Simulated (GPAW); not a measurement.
# Work function of HfSi2As4 monolayer at several levels, part 2 of 2

Wanted: work functions and dipole of HfSi2As4 monolayer, with the cost of each level.

GPAW 26.7.0; GPAW, PAW setups; layer in a repeated cell with vacuum, relaxation of atoms and in-plane cell (the session's first sound run).

So far, upper work function (eV): step 3 (the slab's potential, PBE, GPAW) 5.01; step 4 (RPBE) 4.90; step 5 (GPAW, PAW setups) 5.21; step 6 (LDA) 5.29.

## Step 7: Self-consistent run: xc = "vdW-DF2"

Level of this step: GPAW, PAW setups; slab in vacuum (GPAW).

The same geometry under vdW-DF2, to see how far the functional moves the levels against the vacuum (the van der Waals functionals take revPBE setups).

The input, run.py:

```python
import json
import numpy as np
from ase import Atoms
from gpaw import GPAW, PW

slab = Atoms(
    ['As', 'Si', 'As', 'Hf', 'As', 'Si', 'As'],
    positions=[
        [0.00000, -0.00000, 7.00000],
        [-0.00000, 2.18877, 8.06924],
        [-0.00000, 2.18877, 10.43153],
        [0.00000, -0.00000, 11.99856],
        [-0.00000, 2.18877, 13.56561],
        [-0.00000, 2.18877, 15.92790],
        [0.00000, 0.00000, 16.99714]],
    cell=[[3.79107, -0.0, 0.0], [-1.89553, 3.28316, 0.0], [0.0, 0.0, 23.9971]],
    pbc=[True, True, False])

slab.calc = GPAW(mode=PW(400), xc='vdW-DF2', kpts={'size': (9, 9, 1), 'gamma': True},
                 occupations={'name': 'fermi-dirac', 'width': 0.05}, nbands='200%',
                 convergence={'density': 1e-05}, maxiter=200,
                 poissonsolver={'dipolelayer': 'xy'},
                 symmetry={'tolerance': 1e-3}, txt='slab.txt')
result = {}
energy = slab.get_potential_energy()
fermi = slab.calc.get_fermi_level()
v = slab.calc.get_electrostatic_potential().mean((0, 1)) - fermi
n = slab.calc.get_pseudo_density().mean((0, 1))
L = slab.cell[2, 2]
z = np.arange(len(v)) * L / len(v)
low, high = slab.positions[:, 2].min(), slab.positions[:, 2].max()
below, above = np.interp([low - 4.8, high + 4.8], z, v)
slopes = [np.interp(x, z, np.gradient(v, z)) for x in (low - 4.8, high + 4.8)]
eps = np.array([[slab.calc.get_eigenvalues(k, s) for k in range(len(slab.calc.get_ibz_k_points()))]
                for s in range(slab.calc.get_number_of_spins())]) - fermi
top, bottom = eps[eps < 0].max(), eps[eps > 0].min()
dipole = slab.get_dipole_moment()[2]
print(f'energy {energy:.4f} eV, Fermi level {fermi:.4f} eV, dipole {dipole:.5f} e A')
print(f'potential 4.8 A off the faces, from the Fermi level: lower {below:.4f} eV, upper {above:.4f} eV')
print(f'slope of the potential there: lower {slopes[0]:.5f}, upper {slopes[1]:.5f} eV/A')
print(f'nearest levels on the mesh: {top:.4f} and {bottom:.4f} eV')
print('magnetic moment', round(slab.get_magnetic_moment(), 3))
result.update(energy=energy, fermi=fermi, dipole=dipole, below=below, above=above, slopes=slopes, edges=[top, bottom],
              z=z.tolist(), v=v.tolist(), n=n.tolist(), positions=slab.positions.tolist(),
              forces=slab.get_forces(apply_constraint=False).tolist(), moments=slab.get_magnetic_moments().tolist())
json.dump(result, open('result.json', 'w'))
```

Launch:

```
$ OMP_NUM_THREADS=1 OPENBLAS_NUM_THREADS=1 python run.py
```

Log:

```text
energy -486.8404 eV, Fermi level 0.6291 eV, dipole 0.00054 e A
potential 4.8 A off the faces, from the Fermi level: lower 5.3276 eV, upper 5.3163 eV
slope of the potential there: lower -0.00113, upper 0.00113 eV/A
nearest levels on the mesh: -0.0339 and 0.0995 eV
magnetic moment 0.0
```

The job ended after 79 s (1 thread of Intel Xeon at 2.80GHz (Skylake/Cascade Lake), shared host; peak memory 0.44 GiB).

This step gave:

| Property | Result |
| --- | --- |
| dipole along the normal | 5.40e-4 e·Å |
| levels nearest the Fermi level on the mesh | -0.03395, 0.09951 eV from the Fermi level |
| upper work function | 5.316 eV |
| lower work function | 5.328 eV |

The electrostatic potential energy of an electron (without an applied field's), less the Fermi level, planar mean by z:

z (Å), electrostatic potential energy of an electron (without an applied field's), less the Fermi level, planar mean (eV) and a bar from the least value:
```
      0.0        5.3 ##############################
      0.5        5.3 ##############################
      1.0        5.3 ##############################
      1.5        5.3 ##############################
      2.0        5.3 ##############################
      2.5        5.3 ##############################
      3.0        5.3 ##############################
      3.5        5.3 ##############################
      4.0        5.3 ##############################
      4.5        5.3 ##############################
      5.0        5.1 ##############################
      5.5        4.6 #############################
      6.0        2.6 ##########################
      6.5       -4.0 #################
      7.0      -13.2 ####
      7.5       -9.6 #########
      8.0      -10.5 ########
      8.5       -4.7 ################
      9.0        1.2 ########################
      9.5        1.5 #########################
     10.0       -4.8 ################
     10.5      -11.4 #######
     11.0       -5.5 ###############
     11.5       -9.0 ##########
     12.0      -16.4 
     12.5       -8.9 ##########
     13.0       -5.5 ###############
     13.5      -11.4 #######
     14.0       -4.7 ################
     14.5        1.5 #########################
     15.0        1.2 ########################
     15.5       -4.7 ################
     16.0      -10.5 ########
     16.5       -9.6 #########
     17.0      -13.2 ####
     17.5       -3.9 #################
     18.0        2.7 ##########################
     18.5        4.6 #############################
     19.0        5.1 ##############################
     19.5        5.3 ##############################
     20.0        5.3 ##############################
     20.5        5.3 ##############################
     21.0        5.3 ##############################
     21.5        5.3 ##############################
     22.0        5.3 ##############################
     22.5        5.3 ##############################
     23.0        5.3 ##############################
     23.5        5.3 ##############################
```

The upper face's work function is 5.316 eV, against 5.013 eV in the first plane-wave PBE run at this geometry.

## Step 8: Self-consistent run: xc = "revPBE"

The same geometry under revPBE, to see how far the functional moves the levels against the vacuum.

Edit run.py of step 7 so:

```diff
@@ -18,3 +18,3 @@
 
-slab.calc = GPAW(mode=PW(400), xc='vdW-DF2', kpts={'size': (9, 9, 1), 'gamma': True},
+slab.calc = GPAW(mode=PW(400), xc='revPBE', kpts={'size': (9, 9, 1), 'gamma': True},
                  occupations={'name': 'fermi-dirac', 'width': 0.05}, nbands='200%',
```

Log:

```text
energy -36.5950 eV, Fermi level 0.8075 eV, dipole 0.00054 e A
potential 4.8 A off the faces, from the Fermi level: lower 4.9177 eV, upper 4.9064 eV
slope of the potential there: lower -0.00019, upper 0.00019 eV/A
nearest levels on the mesh: -0.1643 and 0.0472 eV
magnetic moment 0.0
```

Elapsed: 54 s, on 1 thread; peak memory 0.25 GiB.

Numbers from this step:

| Quantity | Value |
| --- | --- |
| dipole along the normal | 5.37e-4 e·Å |
| levels nearest the Fermi level on the mesh | -0.1643, 0.04722 eV from the Fermi level |
| upper work function | 4.906 eV |
| lower work function | 4.918 eV |

Table of electrostatic potential energy of an electron (without an applied field's), less the Fermi level, planar mean by z:

| z (Å) | electrostatic potential energy of an electron (without an applied field's), less the Fermi level, planar mean (eV) |
| --- | --- |
| 0.0 | 4.91 |
| 0.5 | 4.92 |
| 1.0 | 4.92 |
| 1.5 | 4.92 |
| 2.0 | 4.92 |
| 2.5 | 4.92 |
| 3.0 | 4.92 |
| 3.5 | 4.92 |
| 4.0 | 4.91 |
| 4.5 | 4.88 |
| 5.0 | 4.77 |
| 5.5 | 4.30 |
| 6.0 | 2.47 |
| 6.5 | -4.06 |
| 7.0 | -13.2 |
| 7.5 | -9.69 |
| 8.0 | -10.5 |
| 8.5 | -4.63 |
| 9.0 | 1.34 |
| 9.5 | 1.63 |
| 10.0 | -4.76 |
| 10.5 | -11.4 |
| 11.0 | -5.42 |
| 11.5 | -8.81 |
| 12.0 | -16.1 |
| 12.5 | -8.76 |
| 13.0 | -5.45 |
| 13.5 | -11.4 |
| 14.0 | -4.70 |
| 14.5 | 1.64 |
| 15.0 | 1.32 |
| 15.5 | -4.68 |
| 16.0 | -10.6 |
| 16.5 | -9.71 |
| 17.0 | -13.2 |
| 17.5 | -4.02 |
| 18.0 | 2.48 |
| 18.5 | 4.30 |
| 19.0 | 4.76 |
| 19.5 | 4.87 |
| 20.0 | 4.90 |
| 20.5 | 4.90 |
| 21.0 | 4.91 |
| 21.5 | 4.91 |
| 22.0 | 4.91 |
| 22.5 | 4.91 |
| 23.0 | 4.91 |
| 23.5 | 4.91 |

The upper face's work function is 4.906 eV, against 5.013 eV in the first plane-wave PBE run at this geometry.

## Step 9: Real-space grid: mode = "fd"

A real-space grid is a second complete basis, so it checks the plane-wave result.

Edit run.py of step 8 so:

```diff
@@ -3,3 +3,3 @@
 from ase import Atoms
-from gpaw import GPAW, PW
+from gpaw import GPAW
 
@@ -18,3 +18,3 @@
 
-slab.calc = GPAW(mode=PW(400), xc='revPBE', kpts={'size': (9, 9, 1), 'gamma': True},
+slab.calc = GPAW(mode='fd', h=0.18, xc='PBE', kpts={'size': (9, 9, 1), 'gamma': True},
                  occupations={'name': 'fermi-dirac', 'width': 0.05}, nbands='200%',
```

Log:

```text
energy -38.5608 eV, Fermi level -5.0189 eV, dipole 0.00078 e A
potential 4.8 A off the faces, from the Fermi level: lower 5.0245 eV, upper 5.0132 eV
slope of the potential there: lower -0.00017, upper 0.00017 eV/A
nearest levels on the mesh: -0.1445 and 0.0374 eV
magnetic moment 0.0
```

The job ended after 4.4 min (1 thread; peak memory 0.91 GiB).

This step gave:

| Property | Result |
| --- | --- |
| dipole along the normal | 7.80e-4 e·Å |
| levels nearest the Fermi level on the mesh | -0.1445, 0.03741 eV from the Fermi level |
| upper work function | 5.013 eV |
| lower work function | 5.024 eV |

The electrostatic potential energy of an electron (without an applied field's), less the Fermi level, planar mean oscillates, so the rows of the table below give means over windows of 1.82 Å about each position, cut where the curve ends. Its maxima inside the range that stand out by 2 % of the span (Å: eV): 7.6: -9.28, 9.3: 2.31, 11.1: -4.87, 12.9: -4.87, 14.7: 2.30, 16.4: -9.29. Its minima: 7.1: -13.3, 8.0: -10.5, 10.5: -11.4, 12.0: -16.0, 13.5: -11.4, 16.0: -10.5, 16.9: -13.3.

Table of electrostatic potential energy of an electron (without an applied field's), less the Fermi level, planar mean by z; means over each step:

| z (Å) | electrostatic potential energy of an electron (without an applied field's), less the Fermi level, planar mean (eV) |
| --- | --- |
| 0.91 | 5.02 |
| 2.73 | 5.02 |
| 4.55 | 4.92 |
| 6.37 | -3.43 |
| 8.19 | -6.43 |
| 10.01 | -4.28 |
| 11.83 | -9.97 |
| 13.65 | -5.65 |
| 15.47 | -4.15 |
| 17.29 | -6.08 |
| 19.11 | 4.73 |
| 20.93 | 5.01 |
| 22.75 | 5.01 |

The upper face's work function is 5.013 eV, against 5.013 eV in the first plane-wave PBE run at this geometry.

## Step 10: Atomic orbitals: mode = "lcao"

Atom-centred orbitals end a few angstrom from the surface, which tests how much the density's tail matters.

Edit run.py of step 9 so:

```diff
@@ -18,4 +18,4 @@
 
-slab.calc = GPAW(mode='fd', h=0.18, xc='PBE', kpts={'size': (9, 9, 1), 'gamma': True},
-                 occupations={'name': 'fermi-dirac', 'width': 0.05}, nbands='200%',
+slab.calc = GPAW(mode='lcao', basis='dzp', h=0.18, xc='PBE', kpts={'size': (9, 9, 1), 'gamma': True},
+                 occupations={'name': 'fermi-dirac', 'width': 0.05}, nbands='120%',
                  convergence={'density': 1e-05}, maxiter=200,
```

Log:

```text
energy -37.5833 eV, Fermi level -4.7781 eV, dipole 0.00078 e A
potential 4.8 A off the faces, from the Fermi level: lower 4.7838 eV, upper 4.7725 eV
slope of the potential there: lower -0.00000, upper -0.00000 eV/A
nearest levels on the mesh: -0.1360 and 0.0322 eV
magnetic moment 0.0
```

Elapsed: 4.4 min, on 1 thread; peak memory 0.42 GiB.

This step gave:

* dipole along the normal: 7.81e-4 e·Å
* levels nearest the Fermi level on the mesh: -0.1360, 0.03218 eV from the Fermi level
* upper work function: 4.772 eV
* lower work function: 4.784 eV

The electrostatic potential energy of an electron (without an applied field's), less the Fermi level, planar mean oscillates, so the rows of the table below give means over windows of 1.82 Å about each position, cut where the curve ends. Its maxima inside the range that stand out by 2 % of the span (Å: eV): 7.6: -9.41, 9.3: 2.29, 11.1: -4.92, 12.9: -4.92, 14.7: 2.28, 16.4: -9.42. Its minima: 7.1: -13.4, 8.0: -10.6, 10.5: -11.4, 12.0: -16.1, 13.5: -11.4, 16.0: -10.6, 16.9: -13.4.

Table of electrostatic potential energy of an electron (without an applied field's), less the Fermi level, planar mean by z; means over each step:

| z (Å) | electrostatic potential energy of an electron (without an applied field's), less the Fermi level, planar mean (eV) |
| --- | --- |
| 0.91 | 4.78 |
| 2.73 | 4.78 |
| 4.55 | 4.72 |
| 6.37 | -3.50 |
| 8.19 | -6.50 |
| 10.01 | -4.26 |
| 11.83 | -10.1 |
| 13.65 | -5.63 |
| 15.47 | -4.20 |
| 17.29 | -6.16 |
| 19.11 | 4.57 |
| 20.93 | 4.77 |
| 22.75 | 4.77 |

The upper face's work function is 4.772 eV, against 5.013 eV in the first plane-wave PBE run at this geometry.

## Step 11: Cost and result by level

Times are for 1 thread of Intel Xeon at 2.80GHz (Skylake/Cascade Lake), shared host. The runs compared:

| no. | run | upper work function (eV) | lower work function (eV) | time | memory (GiB) |
| --- | --- | --- | --- | --- | --- |
| 1 | pw | 5.013 | 5.024 | 54 s | 0.25 |
| 2 | RPBE | 4.902 | 4.913 | 55 s | 0.25 |
| 3 | optPBE vdW | 5.208 | 5.219 | 73 s | 0.44 |
| 4 | LDA | 5.289 | 5.300 | 53 s | 0.25 |
| 5 | vdW DF2 | 5.316 | 5.328 | 79 s | 0.44 |
| 6 | revPBE | 4.906 | 4.918 | 54 s | 0.25 |
| 7 | fd | 5.013 | 5.024 | 4.4 min | 0.91 |
| 8 | lcao | 4.772 | 4.784 | 4.4 min | 0.42 |

## Step 12: Side by side

Results and costs are gathered.

This step: comparison of work functions, dipole and cost (GPAW 26.7.0).

Ladder, by row:

| step | code | work function, upper (eV) | work function, lower (eV) | dipole (e Å) | wall time (s) | peak memory (GiB) | threads |
| --- | --- | --- | --- | --- | --- | --- | --- |
| pw | GPAW | 5.013 | 5.024 | 5.37e-4 | 54.28 | 0.25 | 1 |
| RPBE | GPAW | 4.902 | 4.913 | 5.37e-4 | 54.57 | 0.25 | 1 |
| optPBE-vdW | GPAW | 5.208 | 5.219 | 5.37e-4 | 72.59 | 0.44 | 1 |
| LDA | GPAW | 5.289 | 5.3 | 5.36e-4 | 53.4 | 0.25 | 1 |
| vdW-DF2 | GPAW | 5.316 | 5.328 | 5.40e-4 | 79.05 | 0.44 | 1 |
| revPBE | GPAW | 4.906 | 4.918 | 5.37e-4 | 54.29 | 0.25 | 1 |
| fd | GPAW | 5.013 | 5.024 | 7.80e-4 | 265.2 | 0.91 | 1 |
| lcao | GPAW | 4.772 | 4.784 | 7.81e-4 | 263.1 | 0.42 | 1 |

## Step 13: A changed run

One more run, with changed settings.

This step: GPAW, PAW setups; slab in vacuum (GPAW 26.7.0).

Edit run.py of step 10 so:

```diff
@@ -3,3 +3,3 @@
 from ase import Atoms
-from gpaw import GPAW
+from gpaw import GPAW, PW
 
@@ -18,5 +18,5 @@
 
-slab.calc = GPAW(mode='lcao', basis='dzp', h=0.18, xc='PBE', kpts={'size': (9, 9, 1), 'gamma': True},
-                 occupations={'name': 'fermi-dirac', 'width': 0.05}, nbands='120%',
-                 convergence={'density': 1e-05}, maxiter=200,
+slab.calc = GPAW(mode=PW(400), xc='pbe96', kpts={'size': (9, 9, 1), 'gamma': True},
+                 occupations={'name': 'fermi-dirac', 'width': 0.05}, nbands='200%',
+                 convergence={'density': 1e-05}, maxiter=100,
                  poissonsolver={'dipolelayer': 'xy'},
```

Log:

```text
NameError: Unknown functional: pbe96.
```

Wall time 0.83 s (1 thread); peak memory 0.1 GiB.

The input was rejected at the start.

The program's message: “NameError: Unknown functional: pbe96.”

The change that led to it: xc = "pbe96".

## Step 14: Summary of results

| Item | Value |
| --- | --- |
| work function, upper and lower face | 5.013 and 5.024 eV |
| dipole along the normal | 5.4e-4 e Å, near the numerical noise |

In words: With plane waves and PBE the work function is 5.01 eV on the upper face and 5.02 eV on the lower. Over the sound runs of the table the upper face's work function spans 4.772 (lcao) to 5.316 eV (vdW-DF2). Atomic orbitals miss the plane-wave value by -0.24 eV, since they describe the tail of the density in the vacuum poorly. The starting lattice was a guess from atomic radii; the relaxation moved it by 4 %. The small printed dipole stands for a step of -7.8 meV from the lower to the upper face, and the probes find -11 meV; values this small are near the numerical noise of both. The layer's cell and atoms come from the relaxation; spin-orbit coupling and temperature are left out.

[Logs are printed without paths, hosts, clocks, repeated set-up lines and the standing remarks that a program may print on its own settings, such as how far it seeks lower states.]

[Hosts, paths, dates, database ids (printed as entryN), source tags and the programs' standing remarks are cut or masked in the printed files.]
